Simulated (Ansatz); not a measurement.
# W(110) film, 5 layers, flat: channels in plane against thickness

Aim: the ballistic channels of flat films against thickness, first W(110) film, 5 layers, flat.

Method: Ansatz plane-wave DFT, PBE, PAW files; ballistic transport by layer matching (Landauer), zero bias; PAW set soft_1, in Ansatz 0.2.0.

### Step 1. Starting point

The cell holds 10 atoms: 10 W. Its edges and angles: a = 19.951 Å, b = 3.165 Å, c = 4.476 Å, α = 90.0°, β = 90.0°, γ = 90.0°. It derives from W. Vacuum lies along a. The structure's axis is c.

### Step 2. With 5 layers

Vacuum lies along the first vector, which takes one k-point, and the current runs in the film's plane. One period is a perfect wire, so its channels are the result. Energies from -0.27 to 0.27 eV in steps of 0.036 eV cover the slope of the Fermi function at 300 K, so the program can form a conductance.

r

Input file input.yaml:

```yaml
crystal:
  lattice:
    - [19.9514061644, 0.0, 0.0]
    - [0.0, 3.1648, 0.0]
    - [0.0, 0.0, 4.4757030822]
  atoms:
    - { symbol: W, position: [0.2255480122, 0.0, 0.0] }
    - { symbol: W, position: [0.2255480122, 0.5, 0.5] }
    - { symbol: W, position: [0.3377131158, 0.5, 0.0] }
    - { symbol: W, position: [0.3377131158, 0.0, 0.5] }
    - { symbol: W, position: [0.4498782195, 0.0, 0.0] }
    - { symbol: W, position: [0.4498782195, 0.5, 0.5] }
    - { symbol: W, position: [0.5620433232, 0.5, 0.0] }
    - { symbol: W, position: [0.5620433232, 0.0, 0.5] }
    - { symbol: W, position: [0.6742084269, 0.0, 0.0] }
    - { symbol: W, position: [0.6742084269, 0.5, 0.5] }
kpoints:
  mp_grid: { grid: [1, 13, 9] }
hamiltonian:
  xc: pbe
  pseudopotentials: { kind: paw, azcp: { folder: soft_1 } }
scf:
  occupations: { method: fermi_dirac, width: 0.1 }
output:
  transmission:
    leads: [[0, 0]]
    kmesh: [1, 30]
    e_range: [-0.27, 0.27]
    de: 0.036
```

On the command line:

```sh
$ ansatz run input.yaml --threads 4 --pin off --max-ram 8192MiB --backend cpu --events-out ev --progress --plain --runs-dir out
```

Numbers of over 12 decimals in the logs are rounded to 6 here.

Output:

```text
Engine: ansatz 0.2.0, aarch64-unknown-linux-gnu
Pseudopotentials: kind: paw
Pseudopotential: W, paw, valence charge 14, recommended cutoff 420 eV (normal), soft_1/W.paw.azcp
Functional definition: PBE
  parameter kappa = 0.804
  parameter beta = 0.066725
  exchange = pbe_x(kappa = kappa, mu = beta*pi^2/3)
  correlation = pbe_c(beta = beta)
Crystal: 10 atoms, lattice volume = 282.606 Å³
Basis set: ecut = 420 eV, 5515 PW (Γ)
Bands: 84, of which v1, the nominal top of the filled ones, is band 70 counted from 1 (69 counted from 0)
Symmetry: 16 space group operations
Space group: Cmmm (ITA 65), of the structure as read, at distance tolerance 6.6e-5 Å
k-points: 35 of 117
Non-local potential: W, projectors of the file, l = 0: 3, l = 1: 2, l = 2: 2, l = 3: 1
PAW form: soft (Blöchl's): semilocal exchange-correlation on the pseudo side does not see the compensation charge
PAW one-centre angular grid: W, 590 points (default); XC on 64 Gauss nodes
Initial density: superposition of atomic densities (neutral atoms: chi_scale 0, normalization atom)
Initial wavefunctions: pseudopotential atomic-orbital guess
Functional: x = pbe(κ = 0.804, μ = 0.219515), c = pbe(β = 0.066725)
SCF iter   1: F=—  HF=-103857.326851 eV  |F-HF|=—  |Δ(HF+E_count)|=         —  Δρ=5.12e-2  dr2=3.46e1  ethr=3.10e-3  ⟨swp⟩=8.3  Hψ=13223  notcnv=0
preconditioner: auto → LDOS  [metal: Δε(μ)=0.005 eV  Ē_g=5.016 eV  σ=0.100 eV  W_gap=0.01  n_scr=58 (ndim 8)  ℏωp=17.1 eV  f_vac=0.356  D(μ)=7.09/eV (n_scr^D=44)  β→1.0]
SCF iter   2: F=—  HF=-103854.693335 eV  |F-HF|=—  |Δ(HF+E_count)|=    2.63e0  Δρ=2.75e-2  dr2=8.16e0  ethr=3.10e-3  ⟨swp⟩=4.1  Hψ=7584  notcnv=0
SCF iter   3: F=—  HF=-103853.562649 eV  |F-HF|=—  |Δ(HF+E_count)|=    1.13e0  Δρ=6.77e-3  dr2=4.33e-1  ethr=3.10e-3  ⟨swp⟩=3.1  Hψ=6168  notcnv=0
SCF iter   4: F=—  HF=-103853.472400 eV  |F-HF|=—  |Δ(HF+E_count)|=   9.02e-2  Δρ=1.86e-3  dr2=1.26e-2  ethr=3.09e-4  ⟨swp⟩=3.1  Hψ=5769  notcnv=0
SCF iter   5: F=—  HF=-103853.473218 eV  |F-HF|=—  |Δ(HF+E_count)|=   8.18e-4  Δρ=6.18e-4  dr2=1.78e-3  ethr=8.99e-6  ⟨swp⟩=2.8  Hψ=5342  notcnv=0
SCF iter   6: F=—  HF=-103853.473331 eV  |F-HF|=—  |Δ(HF+E_count)|=   1.13e-4  Δρ=1.64e-4  dr2=3.62e-4  ethr=1.27e-6  ⟨swp⟩=3.0  Hψ=5187  notcnv=0
SCF iter   7: F=—  HF=-103853.473362 eV  |F-HF|=—  |Δ(HF+E_count)|=   3.08e-5  Δρ=5.89e-5  dr2=2.78e-5  ethr=2.58e-7  ⟨swp⟩=2.4  Hψ=3562  notcnv=0
SCF iter   8: F=—  HF=-103853.473454 eV  |F-HF|=—  |Δ(HF+E_count)|=   9.21e-5  Δρ=1.36e-5  dr2=1.14e-6  ethr=1.99e-8  ⟨swp⟩=2.7  Hψ=4636  notcnv=0
SCF iter   9: F=—  HF=-103853.473454 eV  |F-HF|=—  |Δ(HF+E_count)|=   3.45e-7  Δρ=5.18e-6  dr2=1.76e-7  ethr=7.14e-11  ⟨swp⟩=8.1  Hψ=9975  notcnv=0
SCF iter  10: F=-103853.473454 eV  HF=-103853.473454 eV  |F-HF|=5.85e-9  |Δ(HF+E_count)|=   1.34e-8  Δρ=1.47e-6  dr2=1.17e-8  ethr=7.14e-11  ⟨swp⟩=2.6  Hψ=5703  notcnv=0
SCF 1 converged in 10 iterations: F = -103853.473454 eV  dr2 = 1.17e-8
  greatest PAW one-centre occupation: 0.999 electrons in one spin orbital (limit 2), on the W atom at site 7 (counted from 0), in its partial waves of l = 0
transmission: 12 of 96 steps passed
transmission: 24 of 96 steps passed
[...]
transmission: 96 of 96 steps passed
SCF converged after 10 iterations
Free energy (F): -103853.473454 eV
Harris-Foulkes:  -103853.473454 eV  (|F-HF|=5.85e-9)
Internal energy: -103853.238241 eV  (E = F + TS)
E sigma→0 (E₀):  -103853.355847 eV
Entropy (-TS):   -0.235214 eV (-23.521 meV/atom)
Fermi energy:    10.542856 eV
--- Per-component energies (eV) ---
  E_band       = -2487.118004
  E_kinetic    = 4202.413260
  E_local      = -88200.528557  (includes V_loc(G=0)·N_el)
  E_nonlocal   = -251.935260
  E_hartree    = 42844.150001
  E_xc         = -2667.863686
  E_vxc        = -2301.166630  (∫ρ·V_xc dr)
  E_paw        = -85777.839038  (= ΣΔE_a)
  E_vpaw       = -1624.180432  (= ΣTr[D̂ρ^β])
  E_aug_tail   = 0.001477  (compensation charges beyond the density's cutoff)
  E_ewald      = 25998.363562
  E_smearing   = -0.235214  (= −TS)
  E_closure    = -0.000000  (closes the sum)
  Σ components = -103853.473454   (vs F -103853.473454, Δ=0.00e0)
--- Band table (eV; the first three rows and the last of 35) ---
  k-point 0: bands = [... 66 lower, 10.2637, 10.3468, 10.7665, 10.9653, 11.0993, 11.1507, 11.4271, 12.1674, ... 10 higher]
  k-point 1: bands = [... 66 lower, 10.1495, 10.2993, 10.6928, 10.7013, 10.9262, 10.9886, 11.4889, 11.7120, ... 10 higher]
  k-point 2: bands = [... 66 lower, 9.7181, 9.9430, 10.3936, 10.4939, 10.5431, 10.6895, 10.9941, 11.1032, ... 10 higher]
  k-point 34: bands = [... 66 lower, 10.9554, 10.9795, 11.4379, 11.4612, 12.0305, 12.1101, 12.2529, 12.3876, ... 10 higher]
--- Transmission ---
  basis      : 557 plane waves across, 6 finite elements along
  points     : 16, standing for a mesh of 1 x 30
  filling    : by the input's occupations and mesh, since the crystals that have channels conduct as metals do. If one of these is a semiconductor, that mesh has misplaced its level
  energies   : 16 from -0.270000 to 0.270000 eV about the Fermi level, 0.036000 eV apart; the leads are filled to 0.000000 eV, and channels, transmission and decay are at 0.018000 eV
  crystal 0  : W10, at the sites [0, 0], period 4.4757 Å: whole cells are its period
    offset         : up to 0.0000 Å between an atom of the period and one for which it stands
    filled         : 12.3 meV under the level at which it is neutral
    channels       : 5.133333e0 a spin
    conductance    : 6.2565e14 S/m² at 300 K; may be off by some 0.0 % by where its bands' edges are placed, 9.6 % from the k-mesh, 1.0 % from the distance to neutral
```

It took 21 min on 4 threads of Arm Neoverse V1, shared host; peak memory 3.6 GiB; 81 min of CPU time.

Reading the cycles: dr2 is the Hartree energy of the density residual (eV), the measure of convergence; HF is the Harris–Foulkes estimate of the energy, which meets the free energy F at convergence.

This step gave:

- free energy: -103853.4735 eV
- energy at zero smearing: -103853.3558 eV
- Fermi energy: 10.54 eV
- cell area: 63.14 Å²
- estimated errors of the lead's conductance: 0, 9.6, 1 % (band edges, k-mesh, distance from neutral)
- lead conductance per cell: 5.099 G₀

Per spin. The open channels, zone mean, lead by energy, zero at the Fermi level:

```
energy (eV)  open channels, zone mean, lead
     -0.270                             5.1
     -0.234                            5.17
     -0.198                            5.23
     -0.162                            5.27
     -0.126                            5.13
     -0.090                             5.2
     -0.054                               5
     -0.018                            4.73
      0.018                            5.13
      0.054                             5.4
      0.090                            5.73
      0.126                            5.87
      0.162                            6.07
      0.198                            6.07
      0.234                            6.57
      0.270                            6.37
```

The program's largest error estimate for it is 9.6 %, from the k-mesh.

### Step 3. With 6 layers, thickness 13.427 A

The film grows to 6 layers.

y

System of this step: W(110) film, 6 layers, flat. The cell holds 12 atoms: 12 W. Its edges and angles: a = 22.189 Å, b = 3.165 Å, c = 4.476 Å, α = 90.0°, β = 90.0°, γ = 90.0°. It derives from W. Vacuum lies along a. The structure's axis is c.

input.yaml, the sections that differ from step 2:

```yaml
crystal:
  lattice:
    - [22.1892577055, 0.0, 0.0]
    - [0.0, 3.1648, 0.0]
    - [0.0, 0.0, 4.4757030822]
  atoms:
    - { symbol: W, position: [0.2028008354, 0.0, 0.0] }
    - { symbol: W, position: [0.2028008354, 0.5, 0.5] }
    - { symbol: W, position: [0.3036537603, 0.5, 0.0] }
    - { symbol: W, position: [0.3036537603, 0.0, 0.5] }
    - { symbol: W, position: [0.4045066852, 0.0, 0.0] }
    - { symbol: W, position: [0.4045066852, 0.5, 0.5] }
    - { symbol: W, position: [0.5053596101, 0.5, 0.0] }
    - { symbol: W, position: [0.5053596101, 0.0, 0.5] }
    - { symbol: W, position: [0.606212535, 0.0, 0.0] }
    - { symbol: W, position: [0.606212535, 0.5, 0.5] }
    - { symbol: W, position: [0.70706546, 0.5, 0.0] }
    - { symbol: W, position: [0.70706546, 0.0, 0.5] }
# kpoints, hamiltonian, scf, output: as in step 2
```

Output:

```text
[...]
Crystal: 12 atoms, lattice volume = 314.304 Å³
Basis set: ecut = 420 eV, 6155 PW (Γ)
Bands: 101, of which v1, the nominal top of the filled ones, is band 84 counted from 1 (83 counted from 0)
Symmetry: 16 space group operations
[...]
k-points: 35 of 117
[...]
k-point 34: bands = [... 80 lower, 12.3484, 12.3821, 12.5284, 12.5333, 13.1989, 13.3106, 13.3922, 13.5839, ... 13 higher]
--- Transmission ---
  basis      : 629 plane waves across, 6 finite elements along
  points     : 16, standing for a mesh of 1 x 30
[...]
crystal 0  : W12, at the sites [0, 0], period 4.4757 Å: whole cells are its period
[...]
filled         : 15.2 meV under the level at which it is neutral
    channels       : 5.666667e0 a spin
[...]
[key lines of the parts left out:]
SCF converged after 10 iterations
Free energy (F): -124625.355459 eV
Fermi energy:    11.735791 eV
```

The job ended after 32 min (4 threads; peak memory 4.6 GiB; 2 h of CPU time).

This step gave:

```yaml
free_energy: -124625.3555 eV
energy_at_zero_smearing: -124625.2282 eV
fermi_energy: 11.74 eV
cell_area: 70.22 Å²
estimated_errors_of_the_lead_s_conductance: 0, 12.1, 1.2 % (band edges, k-mesh, distance from neutral)
lead_conductance_per_cell: 5.764 G₀
```

Per spin. Table of open channels, zone mean, lead by energy, zero at the Fermi level:

```
energy (eV)  open channels, zone mean, lead
     -0.270                            5.93
     -0.234                            5.93
     -0.198                            5.73
     -0.162                            5.63
     -0.126                            5.63
     -0.090                            5.83
     -0.054                            5.77
     -0.018                            5.67
      0.018                            5.67
      0.054                             6.2
      0.090                            6.67
      0.126                            6.73
      0.162                            6.93
      0.198                            6.53
      0.234                            6.73
      0.270                            7.03
```

The lead conductance per cell is 5.76 G₀, 13 % over the 5.10 G₀ of the last finished run, no more than the error estimates, leads' steps apart, of 9.6 and 12 % together.

### Step 4. With 7 layers, thickness 15.665 A

The film grows to 7 layers.

l

System of this step: W(110) film, 7 layers, flat. The cell holds 14 atoms: 14 W. Cell: a = 24.427 Å, b = 3.165 Å, c = 4.476 Å, α = 90.0°, β = 90.0°, γ = 90.0°. It derives from W. Vacuum lies along a. The structure's axis is c.

input.yaml, the sections that differ from step 3:

```yaml
crystal:
  lattice:
    - [24.4271092466, 0.0, 0.0]
    - [0.0, 3.1648, 0.0]
    - [0.0, 0.0, 4.4757030822]
  atoms:
    - { symbol: W, position: [0.184221553, 0.0, 0.0] }
    - { symbol: W, position: [0.184221553, 0.5, 0.5] }
    - { symbol: W, position: [0.2758349944, 0.5, 0.0] }
    - { symbol: W, position: [0.2758349944, 0.0, 0.5] }
    - { symbol: W, position: [0.3674484357, 0.0, 0.0] }
    - { symbol: W, position: [0.3674484357, 0.5, 0.5] }
    - { symbol: W, position: [0.4590618771, 0.5, 0.0] }
    - { symbol: W, position: [0.4590618771, 0.0, 0.5] }
    - { symbol: W, position: [0.5506753185, 0.0, 0.0] }
    - { symbol: W, position: [0.5506753185, 0.5, 0.5] }
    - { symbol: W, position: [0.6422887599, 0.5, 0.0] }
    - { symbol: W, position: [0.6422887599, 0.0, 0.5] }
    - { symbol: W, position: [0.7339022013, 0.0, 0.0] }
    - { symbol: W, position: [0.7339022013, 0.5, 0.5] }
# kpoints, hamiltonian, scf, output: as in step 3
```

Output:

```text
[...]
Crystal: 14 atoms, lattice volume = 346.003 Å³
Basis set: ecut = 420 eV, 6793 PW (Γ)
Bands: 118, of which v1, the nominal top of the filled ones, is band 98 counted from 1 (97 counted from 0)
Symmetry: 16 space group operations
[...]
k-points: 35 of 117
[...]
k-point 34: bands = [... 94 lower, 13.3336, 13.3442, 13.5382, 13.5688, 14.1922, 14.2559, 14.3555, 14.4282, ... 16 higher]
--- Transmission ---
  basis      : 687 plane waves across, 6 finite elements along
  points     : 16, standing for a mesh of 1 x 30
[...]
crystal 0  : W14, at the sites [0, 0], period 4.4757 Å: whole cells are its period
[...]
filled         : 13.4 meV under the level at which it is neutral
    channels       : 6.700000e0 a spin
[...]
[key lines of the parts left out:]
SCF converged after 11 iterations
Free energy (F): -145397.205326 eV
Fermi energy:    12.709648 eV
```

Wall time 48 min (4 threads); peak memory 5.5 GiB.

This step gave:

| Property | Result |
| --- | --- |
| free energy | -145397.2053 eV |
| energy at zero smearing | -145397.0649 eV |
| Fermi energy | 12.71 eV |
| cell area | 77.31 Å² |
| estimated errors of the lead's conductance | 0, 7.1, 1 % (band edges, k-mesh, distance from neutral) |
| lead conductance per cell | 6.491 G₀ |

Per spin. The open channels, zone mean, lead by energy, zero at the Fermi level:

```
energy (eV)  open channels, zone mean, lead
     -0.270                            6.17
     -0.234                             6.1
     -0.198                             6.3
     -0.162                             6.1
     -0.126                             6.3
     -0.090                            6.37
     -0.054                            6.37
     -0.018                             6.3
      0.018                             6.7
      0.054                             6.9
      0.090                            6.87
      0.126                            7.27
      0.162                            7.67
      0.198                            7.53
      0.234                             7.6
      0.270                            8.07
```

The lead conductance per cell is 6.49 G₀, 13 % over the 5.76 G₀ of the last finished run, no more than the error estimates, leads' steps apart, of 12 and 7.1 % together.

### Step 5. All levels side by side

Times are for 4 threads of Arm Neoverse V1, shared host. The runs compared:

```
no.  layers  lead conductance per cell (G₀)    time  memory (GiB)
  1       5                           5.099  21 min           3.6
  2       6                           5.764  32 min           4.6
  3       7                           6.491  48 min           5.5
```

The runs together. The open channels, zone mean by energy, zero at the Fermi level:

```
energy (eV)     5     6     7
     -0.270   5.1  5.93  6.17
     -0.234  5.17  5.93   6.1
     -0.198  5.23  5.73   6.3
     -0.162  5.27  5.63   6.1
     -0.126  5.13  5.63   6.3
     -0.090   5.2  5.83  6.37
     -0.054     5  5.77  6.37
     -0.018  4.73  5.67   6.3
      0.018  5.13  5.67   6.7
      0.054   5.4   6.2   6.9
      0.090  5.73  6.67  6.87
      0.126  5.87  6.73  7.27
      0.162  6.07  6.93  7.67
      0.198  6.07  6.53  7.53
      0.234  6.57  6.73   7.6
      0.270  6.37  7.03  8.07
```

### Step 6. Summary of results

| Item | Value |
| --- | --- |
| conductance per cell, 5 layers | 5.10 G₀ |
| conductance per cell, 6 layers | 5.76 G₀ |
| conductance per cell, 7 layers | 6.49 G₀ |

What this shows: The conductance per cell width goes from 5.10 G0 at 5 to 6.49 G0 at 7 layers. Over the film's own cross-section (layers × spacing × width) the conductance runs from 1.1 to 1.0×10¹⁵ S/m²; that nominal section leaves out the charge that spills into the vacuum, which flatters the thinnest films. The gains from one thickness to the next are 0.67 and 0.73 G0 per added layer; their spread isn't beyond the error estimates. The film repeats perfectly along the current, so nothing scatters; its faces are clean and not relaxed. Spin-orbit coupling is left out, which matters for W. The program's error estimates for the conductances, leads' steps apart, run from 7.1 to 12 %.

[Logs are printed without paths, hosts, clocks, repeated set-up lines and the standing remarks that a program may print on its own settings, such as how far it seeks lower states.]

[Hosts, paths, dates, database ids (printed as entryN), source tags and the programs' standing remarks are cut or masked in the printed files.]
